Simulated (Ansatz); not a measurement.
# From PBE to G0W0: SiO2 (Stishovite)

How far does one-shot GW move the PBE gap of SiO2 (Stishovite)?

Method: PBE, then G0W0 on it, plane waves, PAW, in Ansatz 0.2.0.

## 1. Starting point

The structure is tetragonal, space group P4_2/mnm (No. 136). The conventional cell has a = 4.177 Å, b = 4.177 Å, c = 2.665 Å, α = 90.00°, β = 90.00°, γ = 90.00°. Nearest to Si lie 6 O at 1.76 to 1.81 Å. O has 3 Si at 1.76 to 1.81 Å nearest. Farther neighbours and most contacts between anions are not listed.

The cell and positions come from the Crystallography Open Database and are kept as given unless a step says otherwise.

## 2. The PBE band structure

Levels along a band path and on the mesh show where this functional puts the band edges.

This step: DFT, PBE, plane waves, PAW; PAW set soft_1.

input.yaml

```yaml
crystal:
  lattice:
    - [4.1773, 0.0, 0.0]
    - [0.0, 4.1773, 0.0]
    - [0.0, 0.0, 2.6652]
  atoms:
    - { symbol: Si, position: [0.0, 0.0, 0.0] }
    - { symbol: Si, position: [0.5, 0.5, 0.5] }
    - { symbol: O, position: [0.3059, 0.3059, 0.0] }
    - { symbol: O, position: [0.1941, 0.8059, 0.5] }
    - { symbol: O, position: [0.6941, 0.6941, 0.0] }
    - { symbol: O, position: [0.8059, 0.1941, 0.5] }
kpoints:
  mp_grid: { grid: [6, 6, 8] }
  band_path:
    path:
      - [[0.0, 0.0, 0.0], [0.0, 0.5, 0.0], [0.5, 0.5, 0.0], [0.0, 0.0, 0.0], [0.0, 0.0, 0.5], [0.0, 0.5, 0.5], [0.5, 0.5, 0.5], [0.0, 0.0, 0.5]]
      - [[0.0, 0.5, 0.0], [0.0, 0.5, 0.5]]
      - [[0.5, 0.5, 0.0], [0.5, 0.5, 0.5]]
    npoints: 10
hamiltonian:
  xc: pbe
  pseudopotentials: { kind: paw, azcp: { folder: soft_1 } }
scf:
  occupations: { method: fermi_dirac, width: 0.02 }
  n_extra_bands: 6
output:
  eigenvalues: true
  write_density: true
  write_potential: true
  elf: true
  volumetric_format: npy
```

Started as:

```bash
> ansatz run input.yaml --threads 4 --pin off --max-ram 138240MiB --backend cuda --events-out ev --progress --plain --runs-dir out --devices 1 --max-vram 26GiB
```

Numbers of over 12 decimals in the logs are rounded to 6 here.

Log:

```text
scf.n_extra_bands = 6 over 16 filled bands (N_el = 32.0): the run solves 22 bands
GPUs: using 1 of 1 available (devices: 1).
Engine: ansatz 0.2.0, x86_64-unknown-linux-gnu
Pseudopotentials: kind: paw
Pseudopotential: Si, paw, valence charge 4, recommended cutoff 420 eV (normal), soft_1/Si.paw.azcp
Pseudopotential: O, paw, valence charge 6, recommended cutoff 420 eV (normal), soft_1/O.paw.azcp
Functional definition: PBE
  parameter kappa = 0.804
  parameter beta = 0.066725
  exchange = pbe_x(kappa = kappa, mu = beta*pi^2/3)
  correlation = pbe_c(beta = beta)
device memory: the entry about to start is reckoned to put 1.5 GiB on a device that reports 59.9 GiB free (of which the cap on the GPU budget leaves the run 26.0 GiB)
GPU FFT provider: cuFFT
GPU libraries: cuBLAS 13.8.2, cuFFT 12.4.0, cuSOLVER 12.3.4
Crystal: 6 atoms, lattice volume = 46.507 Å³
Basis set: ecut = 420 eV, 913 PW (Γ)
Bands: 22, of which v1, the nominal top of the filled ones, is band 16 counted from 1 (15 counted from 0)
Symmetry: 16 space group operations
Space group: P42/mnm (ITA 136), of the structure as read, at distance tolerance 3.6e-5 Å
k-points: 50 of 288
Non-local potential: Si, projectors of the file, l = 0: 2, l = 1: 2, l = 2: 1
Non-local potential: O, projectors of the file, l = 0: 2, l = 1: 2, l = 2: 1
PAW form: soft (Blöchl's): semilocal exchange-correlation on the pseudo side does not see the compensation charge
PAW one-centre angular grid: Si, 110 points (default); XC on 64 Gauss nodes
PAW one-centre angular grid: O, 110 points (default); XC on 64 Gauss nodes
Initial density: superposition of atomic densities (chi_scale 0.1, normalization cell, long waves kept (reshape's long-wave potential 0.00 eV rms))
Initial wavefunctions: pseudopotential atomic-orbital guess
GPU buffer pool allocated for 16200 grid points (all kernels)
GPU transforms: local potential and band sums: pruned to the plane-wave sphere, on 27×27×18
Functional: x = pbe(κ = 0.804, μ = 0.219515), c = pbe(β = 0.066725)
SCF iter   1: F=—  HF=-3549.222910 eV  |F-HF|=—  |Δ(HF+E_count)|=         —  Δρ=1.50e-1  dr2=8.34e0  ethr=3.10e-3  ⟨swp⟩=6.3  Hψ=6000  notcnv=0
preconditioner: auto → none  [insulator: Δε(μ)=6.759 eV  Ē_g=19.700 eV  σ=0.020 eV  W_gap=1.00  n_scr=10 (ndim 8)  ℏωp=30.8 eV  f_vac=0.000  D(μ)=0.00/eV (n_scr^D=0)  ε∞_Penn≈3.4]
SCF iter   2: F=—  HF=-3547.097742 eV  |F-HF|=—  |Δ(HF+E_count)|=    2.13e0  Δρ=6.51e-2  dr2=7.16e-1  ethr=3.10e-3  ⟨swp⟩=3.5  Hψ=2923  notcnv=0  defer=100
SCF iter   3: F=—  HF=-3546.955102 eV  |F-HF|=—  |Δ(HF+E_count)|=   1.43e-1  Δρ=2.38e-2  dr2=9.27e-2  ethr=2.24e-3  ⟨swp⟩=2.9  Hψ=2342  notcnv=0  defer=100
SCF iter   4: F=—  HF=-3546.986428 eV  |F-HF|=—  |Δ(HF+E_count)|=   3.13e-2  Δρ=1.60e-3  dr2=6.31e-4  ethr=2.90e-4  ⟨swp⟩=2.0  Hψ=1222  notcnv=0  defer=100
SCF iter   5: F=—  HF=-3546.986841 eV  |F-HF|=—  |Δ(HF+E_count)|=   4.13e-4  Δρ=2.27e-4  dr2=6.55e-6  ethr=1.97e-6  ⟨swp⟩=2.0  Hψ=1781  notcnv=0  defer=100
SCF iter   6: F=—  HF=-3546.986919 eV  |F-HF|=—  |Δ(HF+E_count)|=   7.80e-5  Δρ=3.83e-5  dr2=3.68e-7  ethr=2.05e-8  ⟨swp⟩=2.0  Hψ=1900  notcnv=0  defer=100
SCF iter   7: F=-3546.986919 eV  HF=-3546.986919 eV  |F-HF|=1.31e-9  |Δ(HF+E_count)|=   1.04e-7  Δρ=3.61e-6  dr2=3.74e-9  ethr=3.13e-10  ⟨swp⟩=9.4  Hψ=4502  notcnv=0
SCF 1 converged in 7 iterations: F = -3546.986919 eV  dr2 = 3.74e-9
  greatest PAW one-centre occupation: 0.860 electrons in one spin orbital (limit 2), on the O atom at site 4 (counted from 0), in its partial waves of l = 0
device memory: the entry about to start is reckoned to put 1.6 GiB on a device that reports 59.9 GiB free (of which the cap on the GPU budget leaves the run 26.0 GiB)
NSCF: frozen V_eff on 93 k-points, pencils in batches of 32, up to order 100
SCF converged after 7 iterations
Free energy (F): -3546.986919 eV
Harris-Foulkes:  -3546.986919 eV  (|F-HF|=1.31e-9)
Internal energy: -3546.986919 eV  (E = F + TS)
E sigma→0 (E₀):  -3546.986919 eV
Fermi energy:    13.390355 eV
--- Per-component energies (eV) ---
  E_band       = 65.685870
  E_kinetic    = 789.024064
  E_local      = -1202.840472  (includes V_loc(G=0)·N_el)
  E_nonlocal   = 250.257956
  E_hartree    = 441.214403
  E_xc         = -405.768786
  E_vxc        = -470.521004  (∫ρ·V_xc dr)
  E_paw        = -1678.686706  (= ΣΔE_a)
  E_vpaw       = -182.665151  (= ΣTr[D̂ρ^β])
  E_aug_tail   = 0.003176  (compensation charges beyond the density's cutoff)
  E_ewald      = -1740.190554
  E_smearing   = -0.000000  (= −TS)
  E_closure    = -0.000000  (closes the sum)
  Σ components = -3546.986919   (vs F -3546.986919, Δ=0.00e0)
--- Band table (eV; the first three rows and the last of 50) ---
  k-point 0: bands = [... 12 lower, 8.0621, 9.6840, 9.6840, 10.5686, 16.2121, 17.3227, 19.1131, 19.1131, ... 2 higher]
  k-point 1: bands = [... 12 lower, 7.3443, 9.5322, 9.5322, 10.3791, 16.9386, 18.4137, 20.0014, 20.0014, ... 2 higher]
  k-point 2: bands = [... 12 lower, 6.1679, 9.0535, 9.0535, 9.7769, 18.0954, 20.4709, 20.8073, 21.8747, ... 2 higher]
  k-point 49: bands = [... 12 lower, 8.8068, 8.8068, 9.0085, 9.0085, 17.7921, 17.7921, 21.6238, 21.6238, ... 2 higher]
```

It took 9.2 s on 1 × NVIDIA H100 80GB HBM3 (shared by 3 runs) with 4 threads of AMD EPYC 7R13 (Zen 3), shared host; peak memory 0.88 GiB; 4.5 s of CPU time.

This step gave:

```yaml
filled_bands: 16
gap: 5.643 eV
valence_top_at: Γ
conduction_bottom_at: Γ
least_direct_gap: 5.643 eV
```

Over mesh and path the gap is 5.643 eV, direct, at k = Γ.

Electronic bands along the path, in eV, zero at the top of the highest nominally filled band:

| point | band 13 | band 14 | band 15 | band 16 | band 17 | band 18 | band 19 | band 20 |
| --- | --- | --- | --- | --- | --- | --- | --- | --- |
| Γ | -2.51 | -0.88 | -0.88 | 0.00 | 5.64 | 6.75 | 8.54 | 8.54 |
| halfway | -2.47 | -2.08 | -0.99 | -0.46 | 6.53 | 7.27 | 8.71 | 8.76 |
| X | -2.68 | -2.68 | -1.07 | -1.07 | 7.78 | 7.78 | 9.13 | 9.13 |
| halfway | -2.92 | -2.92 | -1.48 | -1.48 | 7.58 | 7.58 | 9.61 | 9.61 |
| M | -2.68 | -2.68 | -2.28 | -2.28 | 7.47 | 7.47 | 10.11 | 10.11 |
| halfway | -2.56 | -2.50 | -1.45 | -0.81 | 6.82 | 7.70 | 8.73 | 9.50 |
| Γ | -2.51 | -0.88 | -0.88 | 0.00 | 5.64 | 6.75 | 8.54 | 8.54 |
| halfway | -4.40 | -1.52 | -1.52 | -0.79 | 7.53 | 9.90 | 10.24 | 11.31 |
| Z | -3.08 | -3.08 | -2.68 | -2.68 | 9.14 | 9.14 | 12.67 | 12.67 |
| halfway | -2.80 | -2.80 | -2.26 | -2.26 | 9.04 | 9.04 | 10.87 | 10.87 |
| R | -2.28 | -2.28 | -1.76 | -1.76 | 8.83 | 8.83 | 9.90 | 9.90 |
| halfway | -2.25 | -2.25 | -1.63 | -1.63 | 7.76 | 7.76 | 10.76 | 10.76 |
| A | -1.76 | -1.76 | -1.56 | -1.56 | 7.22 | 7.22 | 11.06 | 11.06 |
| halfway | -2.57 | -2.47 | -2.33 | -1.84 | 8.07 | 8.57 | 10.63 | 11.81 |
| Z | -3.08 | -3.08 | -2.68 | -2.68 | 9.14 | 9.14 | 12.67 | 12.67 |
| jump to X | -2.68 | -2.68 | -1.07 | -1.07 | 7.78 | 7.78 | 9.13 | 9.13 |
| halfway | -2.87 | -2.87 | -1.44 | -1.44 | 9.11 | 9.11 | 10.59 | 10.59 |
| R | -2.28 | -2.28 | -1.76 | -1.76 | 8.83 | 8.83 | 9.90 | 9.90 |
| jump to M | -2.68 | -2.68 | -2.28 | -2.28 | 7.47 | 7.47 | 10.11 | 10.11 |
| halfway | -1.94 | -1.94 | -1.71 | -1.71 | 8.18 | 8.18 | 11.56 | 11.56 |
| A | -1.76 | -1.76 | -1.56 | -1.56 | 7.22 | 7.22 | 11.06 | 11.06 |

ELF in the ab plane at fractional z = 0.000, with atoms of Si and O within 0.2 Å of it. It is the smooth field of the valence electrons, not physical close to the nuclei.

Ten even steps from '0' (0.02) to '9' (0.84), each cell a mean:
```
11110001355532
11110004899973
11100027999995
10000038955995
00000027855995
00011114889983
01467521478741
03899852123200
16996785100000
26973697100000
26997996100011
26999984000111
12666631000111
31222100001111
```
Columns run along a (4.2 Å), rows up along b (4.2 Å). Atoms in or near the plane, at fractional coordinates: Si at (0.00, 0.00), O at (0.31, 0.31), O at (0.69, 0.69).

Valence density in the ab plane at fractional z = 0.000, with atoms of Si and O within 0.2 Å of it. It is the smooth field of the valence electrons, not physical close to the nuclei.

Ten even steps from '0' (0.1 e/Å³) to '9' (8.3 e/Å³), each cell a mean:
```
00000000000000
00000000011100
00000000244210
00000000488410
00000000378410
00000000234200
00000000000000
00012200000000
00147520000000
00269720000000
00136410000000
00112100000000
00000000000000
00000000000000
```
Columns run along a (4.2 Å), rows up along b (4.2 Å). Atoms in or near the plane, at fractional coordinates: Si at (0.00, 0.00), O at (0.31, 0.31), O at (0.69, 0.69).

[end of part 1 of 2]

[Paths, hosts, dates, memory and timing lines, banners, echoed tables and standing remarks are left out of the program output.]

[Logs are printed without paths, hosts, clocks, repeated set-up lines and the standing remarks that a program may print on its own settings, such as how far it seeks lower states.]

[Runs of the session that timed out or met a known fault of the program may be left out.]

[Cells called generated may have been cut or substituted from an entry of the Crystallography Open Database or the Materials Project.]

[Hosts, paths, dates, database ids (printed as entryN), source tags and the programs' standing remarks are cut or masked in the printed files.]

[Where an RPA ε∞ is given, it is that of the G0W0 mesh and is not shown converged in it. Names of k-points follow the symmetry that the program found, which can be lower than the space group named. Band edges on a path are those of the sampled points; other points can move an edge, and change direct to indirect where valleys lie close.]

[Hybrid gaps are those of their k-mesh and are not shown converged in it.]
